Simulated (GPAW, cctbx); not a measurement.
# Bonding in (KCl)3(SnTe)3 as X-rays see it

Question: by how much does bonding change the X-ray structure factors of (KCl)3(SnTe)3, and what does a routine refinement make of it?

The cell is a (KCl)3(SnTe)3 superlattice along [001] of the rock-salt type, started at the mean lattice constant and relaxed freely, with no substrate. All numbers below are calculated.

## Step 1: Relax the structure

The density hangs on the geometry, so cell and atoms are relaxed first, with the symmetry held. The cutoff is set higher than for the density because stress converges slowly with plane waves.

Settings: GPAW 26.7.0, PBE, 570 eV, 5×5×2 k-points (along the axes of the calculation cell), Fermi–Dirac width 0.1 eV, BFGS to 0.03 eV/Å.

```text
cell
1.0
     4.521947866    0.000000000    0.000000000
     0.000000000    4.521947866    0.000000000
     0.000000000    0.000000000   19.185000000
K Cl Sn Te
3 3 3 3
Direct
0.000000000 0.000000000 0.833333333
0.500000000 0.500000000 0.000000000
0.000000000 0.000000000 0.166666667
0.500000000 0.500000000 0.833333333
0.000000000 0.000000000 0.000000000
0.500000000 0.500000000 0.166666667
0.500000000 0.500000000 0.333333333
0.000000000 0.000000000 0.500000000
0.500000000 0.500000000 0.666666667
0.000000000 0.000000000 0.333333333
0.500000000 0.500000000 0.500000000
0.000000000 0.000000000 0.666666667
```

```console
$ OMP_NUM_THREADS=1 mpirun -n 4 gpaw python run.py > gpaw.log
```

```text
BFGS:    0      -43.750723        0.537103
BFGS:    1      -43.766831        0.488458
BFGS:    2      -43.863766        0.181946
BFGS:    3      -43.869599        0.173363
...
BFGS:   13      -43.906642        0.056374
BFGS:   14      -43.907985        0.034733
BFGS:   15      -43.908434        0.023942
cell  4.5151 4.5151 19.6116  90.00 90.00 90.00
volume 399.803 A^3, largest force 0.023 eV/A, largest stress 0.04 GPa
```

After 15 steps the volume has changed by +1.9 % and the energy by -0.158 eV; the largest stress left is 0.04 GPa. It took 13 min on 4 cores of Arm Neoverse V1 (shared host), peak memory 2.2 GiB.

Relaxed structure: P4/mmm (no. 123), a = 4.5151 Å, b = 4.5151 Å, c = 19.6116 Å, α = 90.00°, β = 90.00°, γ = 90.00°.

| atom | mult. | x | y | z |
| --- | --- | --- | --- | --- |
| Te1 | 2 | 0 | 0 | 0.3403 |
| Te2 | 1 | 1/2 | 1/2 | 1/2 |
| Sn1 | 2 | 1/2 | 1/2 | 0.3405 |
| Sn2 | 1 | 0 | 0 | 1/2 |
| K1 | 2 | 0 | 0 | 0.8406 |
| K2 | 1 | 1/2 | 1/2 | 0 |
| Cl1 | 2 | 1/2 | 1/2 | 0.8369 |
| Cl2 | 1 | 0 | 0 | 0 |

## Step 2: Density and charge transfer

X-rays see the whole electron density, so the PAW density is rebuilt with its core regions. Subtracting spherical free atoms from the same code cancels the cores and leaves the deformation density Δρ, the part due to bonding.

Settings: PBE, 450 eV, 6×6×2 k-points (along the axes of the calculation cell), Fermi–Dirac width 0.1 eV; primitive cell of 12 atoms.

```console
$ OMP_NUM_THREADS=1 mpirun -n 4 gpaw python run.py > gpaw.log
```

```text
|iter:   1|       0s |  -47.590568 | -0.15 |       |
|iter:   2|       6s |  -45.004187 | -1.42 | -1.27 |
|iter:   3|      13s |  -44.265873 | -1.98 | -1.36 |
...
|iter:  11|      62s |  -43.689068c| -6.88 | -4.16c|
|iter:  12|      68s |  -43.689054c| -6.63 | -4.45c|
|iter:  13|      74s |  -43.689055c| -7.80c| -4.77c|
```

```text
grid (48, 48, 192)  electrons 414.000  moved by bonding 2.164 e
deformation density beyond 0.5 A of the nuclei: max 0.052, min -0.038 e/A^3
atom        x       y       z   Voronoi charge  moment
Te1    0.0000  0.0000  0.3403     -0.195       0.00
Te2    0.5000  0.5000  0.5000     -0.156       0.00
Te3    0.0000  0.0000  0.6597     -0.195       0.00
Sn4    0.5000  0.5000  0.3405      0.237       0.00
Sn5    0.0000  0.0000  0.5000      0.167       0.00
Sn6    0.5000  0.5000  0.6595      0.237       0.00
K 7    0.0000  0.0000  0.8406      0.234       0.00
K 8    0.5000  0.5000  0.0000      0.276       0.00
K 9    0.0000  0.0000  0.1594      0.234       0.00
Cl10   0.5000  0.5000  0.8369     -0.284       0.00
Cl11   0.0000  0.0000  0.0000     -0.270       0.00
Cl12   0.5000  0.5000  0.1631     -0.284       0.00
mean inner potential of superposed free atoms 12.690 V
total magnetic moment 0.000 muB
```

Deformation density in a plane through the shortest contact of the K atom at the origin, in 0.01 e/Å³ (clipped at ±99); x from -1.6 to 4.7 Å, y from 2.4 down to -2.4 Å:

```text
  0   1   3   5   5   4   2   0  -1  -1  -1   0  -1  -1  -1   0
  0   0   2   3   3   2   1  -1  -1  -1  -1  -1  -1  -1  -1  -1
 -1   0   0   1   1   0  -1  -1  -1  -1   0   1   0   0  -1  -1
 -1  -1  -1   0   0  -1  -1  -1  -1   1   2   3   3   1   0  -1
  0  -1  -1  -1   0  -1  -1  -1   0   2   4   5   5   3   1   0
  0   0   0   3   .   4  -1   0   2   4   2   .   0   5   3   0
  0   0   2   .   .   2  -1   0   2   5   0   .   .   4   3   1
  0   0   0   3   .   4  -1   0   2   4   2   .   0   5   3   0
  0  -1  -1  -1   0  -1  -1  -1   0   2   4   5   5   3   1   0
 -1  -1  -1   0   0  -1  -1  -1  -1   1   2   3   3   1   0  -1
 -1   0   0   1   1   0  -1  -1  -1  -1   0   1   0   0  -1  -1
  0   0   2   3   3   2   1  -1  -1  -1  -1  -1  -1  -1  -1  -1
  0   1   3   5   5   4   2   0  -1  -1  -1   0  -1  -1  -1   0
```

Atoms in or within 0.15 Å of the plane: K (0.0, 0.0), Cl (3.1, 0.0) Å. Dots mark points within about 0.45 Å of a nucleus; large values next to them are atomic features.

Cl gains most (-0.28 e) and K loses most (+0.25 e), in averages over each element's sites, as electronegativity suggests. Such charges fall far short of formal ones, since overlapping free atoms already put density on their neighbours. Along the shortest contact from the K atom at the map's origin, K–Cl at 3.13 Å, Δρ is +0.01 e/Å³ at the midpoint and highest, +0.05, 2.27 Å from K (points within 0.5 Å of a nucleus left out): little piles up between the atoms, as in an ionic contact (the run has a band gap). At the midpoints of other shortest contacts it is +0.04 (Te–Sn, 3.13 Å) e/Å³. Point values carry grid noise of about 0.01 e/Å³. The run needed 13 iterations, 91 s.

## Step 3: Structure factors

The Fourier components of Δρ, added to those of the free atoms, give the static X-ray structure factors; the Mott–Bethe relation turns them into the Fourier components V of the potential that fast electrons feel.

```text
static structure factors of the conventional cell: F in electrons, V (Mott-Bethe) in volts
   h  k  l      d  |F| table  |F| free   |F| DFT   change   |V| free  |V| DFT  change %
   0  0  1 19.6116   137.133   137.115   137.040   -0.076     2.122    2.455     15.7
   0  0  2  9.8058    19.919    19.924    19.933    0.009     0.574    0.563     -1.8
   0  0  3  6.5372    62.615    62.603    62.435   -0.167     0.992    1.074      8.3
   0  0  4  4.9029    34.565    34.582    34.723    0.140     0.877    0.839     -4.4
   1  0  0  4.5151     3.275     3.305     3.355    0.050     0.162    0.151     -7.1
   1  0  1  4.4000     0.667     0.668     0.584   -0.084     0.025    0.044     74.9
   1  0  2  4.1012     5.018     5.059     4.889   -0.170     0.225    0.258     14.6
   0  0  5  3.9223    94.173    94.224    93.896   -0.328     1.367    1.425      4.2
   1  0  3  3.7151     0.349     0.361     1.390    1.029     0.011    0.173        -
   1  0  4  3.3213     8.896     8.923     8.667   -0.256     0.287    0.319     11.3
   0  0  6  3.2686   341.753   341.909   342.874    0.965     7.742    7.624     -1.5
   1  1  0  3.1927   347.200   347.358   348.151    0.793     7.788    7.695     -1.2
   1  1  1  3.1512   122.442   122.509   122.126   -0.383     1.718    1.761      2.5
   1  1  2  3.0358    16.989    16.997    17.070    0.073     0.364    0.357     -2.1
```

The largest X-ray change is +1.03 e on 103, 285.0 % of |F|. For electrons V goes as (Z − F)/g², so a change of F counts against Z − F, which is small at low angle and wherever the atoms' terms cancel: |V| of 001 moves by +15.7 % (2.12 to 2.46 V) against -0.1 % in |F|. The last three rows still change by up to 0.79 e; the table stops while the angles are still low. The tabulated Hartree–Fock atoms differ from the free DFT atoms by up to 0.16 e, so the choice of reference atom matters too.

## Step 4: What a spherical-atom refinement makes of it

Routine crystallography fits spherical atoms. To see the bias, intensities are simulated from tabulated atoms plus the DFT change ΔF, so that bonding alone can misfit (18266 reflections of the full sphere, merged to the counts below, to 0.45 Å, 0.5 % proportional noise plus counting noise, assumed isotropic U as listed, Δρ smeared by the mean U) and refined with cctbx over different ranges.

```
                    range  data      R1  GooF  U Te1 (true 0.0082)  U Te2 (true 0.0082)  U Sn1 (true 0.0083)  U Sn2 (true 0.0083)  largest shift (Å)  Δρ max, min (e/Å³)
                 all data  1474  0.0064  0.93               0.0082               0.0082               0.0083               0.0083             0.0004         0.53, -0.61
 low resolution, d > 0.84   275  0.0040  0.94               0.0082               0.0082               0.0083               0.0083             0.0008         0.15, -0.15
     high order, d < 0.75  1103  0.0082  0.93               0.0082               0.0082               0.0083               0.0083             0.0004         0.42, -0.49
occupancies free, d > 0.7   452  0.0043  0.92               0.0082               0.0082               0.0083               0.0084             0.0006         0.19, -0.17
```

With all data GooF is 0.93, so at this noise the bonding hardly shows; the top residual peak lies 1.53 Å from Sn and 1.95 Å from Cl. No U is off by more than 3 s.u. at low resolution. With Te1 held at 1 and the scale free, the other occupancies refine to Te2 1.000(0.001), Sn1 1.002(0.001), Sn2 1.002(0.001) and K1 0.999(0.003), within three s.u. of full.

## Step 5: Answer

Bonding moves 2.16 e in the primitive cell of (KCl)3(SnTe)3 and changes the structure factors of the conventional cell in the table above by at most 1.03 e (103, 285.0 %), and among reflections above 2 % of the strongest by up to 2.9 % (104). The shortest bond, K–Cl, has Δρ = +0.01 e/Å³ at its midpoint, which with the charge transfer marks a mainly ionic contact. With all data GooF is 0.93, so at this noise the bonding hardly shows. Limits: static density, frozen cores, no spin–orbit coupling.

[Outputs are excerpts: Python notices, other lines and further rows are left out; steps that failed or that the build refused (PBEsol, TPSS) are not shown.]

[Logs are printed without paths, hosts, clocks, repeated set-up lines and the standing remarks that a program may print on its own settings, such as how far it seeks lower states.]
